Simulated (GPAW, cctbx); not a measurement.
# Reading charge transfer from structure factors

TlW3, Pm-3m (no. 221), a = 4.0982 Å, b = 4.0982 Å, c = 4.0982 Å, α = 90.00°, β = 90.00°, γ = 90.00°.

| atom | mult. | x | y | z |
| --- | --- | --- | --- | --- |
| Tl1 | 1 | 0 | 0 | 0 |
| W1 | 3 | 1/2 | 1/2 | 0 |

The start was made by putting kin elements into a known structure type; the compound need not exist, or be stable, in this form.

Absolute values of the static structure factors of the conventional cell from DFT (PBE, GPAW) against free spherical atoms, in electrons:

| hkl | d (Å) | free atoms | crystal |
| --- | --- | --- | --- |
| 010 | 4.098 | 6.90 | 6.69 |
| 011 | 2.898 | 6.62 | 6.58 |
| 111 | 2.366 | 252.69 | 252.22 |
| 020 | 2.049 | 243.09 | 242.53 |
| 021 | 1.833 | 5.70 | 5.85 |
| 121 | 1.673 | 5.48 | 5.46 |
| 022 | 1.449 | 215.26 | 215.45 |
| 122 | 1.366 | 5.05 | 4.86 |
| 030 | 1.366 | 5.05 | 4.84 |
| 031 | 1.296 | 4.95 | 4.94 |

**Question.** Which way does charge move, and which reflections show it best?

Project each element's phase sum on the total phase. At low angle |F| should rise if density moves to atoms that scatter in phase and fall if it moves to atoms that scatter against it.

| hkl | Tl in phase | W in phase | change (e) | (%) |
| --- | --- | --- | --- | --- |
| 010 | +1.0 | -1.0 | -0.21 | -3.0 |
| 011 | +1.0 | -1.0 | -0.03 | -0.5 |
| 111 | +1.0 | +3.0 | -0.47 | -0.2 |
| 020 | +1.0 | +3.0 | -0.56 | -0.2 |
| 021 | +1.0 | -1.0 | +0.15 | +2.7 |
| 121 | +1.0 | -1.0 | -0.02 | -0.4 |
| 022 | +1.0 | +3.0 | +0.19 | +0.1 |
| 122 | +1.0 | -1.0 | -0.19 | -3.8 |

Low-angle reflections that set elements apart and change by more than 0.05 e: 010 and 021. The real-space density gives Voronoi charges Tl +0.12, W -0.04 e. The signs that these charges predict hold for 010 and fail for 021, so the simple rule can't give the direction here. The reflections see the density near the nuclei and the atoms' change of size and shape; Voronoi cells count what crosses the midplanes.
